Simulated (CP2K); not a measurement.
Two runs for the C K edge of 2-chloroimidazole. Run A: CP2K XAS_TDP, all-electron GAPW, PBEh(45%), aug-pc-1, TDA, no relativity. Run B differs in one setting.

First lines with a strength over 0.0015. A:

| atom | energy (eV) | states | strength, one atom |
| --- | --- | --- | --- |
| C2 (bonded to Cl and 2 N) | 283.92 | 1 | 0.0648 |
|  | 285.16 | 1 | 0.0484 |
|  | 288.89 | 1 | 0.0083 |
|  | 289.17 | 1 | 0.0018 |
|  | 289.60 | 1 | 0.0116 |
| C4 (bonded to C, N and H) | 282.33 | 1 | 0.0567 |
|  | 284.46 | 1 | 0.0021 |
|  | 284.62 | 1 | 0.0066 |
|  | 285.09 | 1 | 0.0025 |
|  | 285.49 | 1 | 0.0054 |
| C5 (bonded to C, N and H) | 282.46 | 1 | 0.0546 |
|  | 284.54 | 1 | 0.0116 |
|  | 285.37 | 1 | 0.0050 |
|  | 286.14 | 2 | 0.0059 |
|  | 286.61 | 1 | 0.0115 |

B:

| atom | energy (eV) | states | strength, one atom |
| --- | --- | --- | --- |
| C2 (bonded to Cl and 2 N) | 288.85 | 1 | 0.0637 |
|  | 290.09 | 1 | 0.0475 |
|  | 293.82 | 1 | 0.0081 |
|  | 294.10 | 1 | 0.0017 |
|  | 294.53 | 1 | 0.0114 |
| C4 (bonded to C, N and H) | 287.82 | 1 | 0.0556 |
|  | 289.95 | 1 | 0.0021 |
|  | 290.11 | 1 | 0.0065 |
|  | 290.58 | 1 | 0.0025 |
|  | 290.97 | 1 | 0.0053 |
| C5 (bonded to C, N and H) | 287.89 | 1 | 0.0536 |
|  | 289.97 | 1 | 0.0114 |
|  | 290.80 | 1 | 0.0049 |
|  | 291.58 | 2 | 0.0057 |
|  | 292.04 | 1 | 0.0113 |

Q: Which was it: scalar relativity switched on, the functional, GW2X switched on, the basis?

GW2X switched on. GW2X shifts an atom's lines together and keeps their spacings. Against PBEh(45%) in aug-pc-1, the leading lines move by +4.93 eV (C2, to 288.85), +5.49 eV (C4, to 287.82) and +5.43 eV (C5, to 287.89).

[Hosts, paths, dates, database ids (printed as entryN), source tags and the programs' standing remarks are cut or masked in the printed files.]
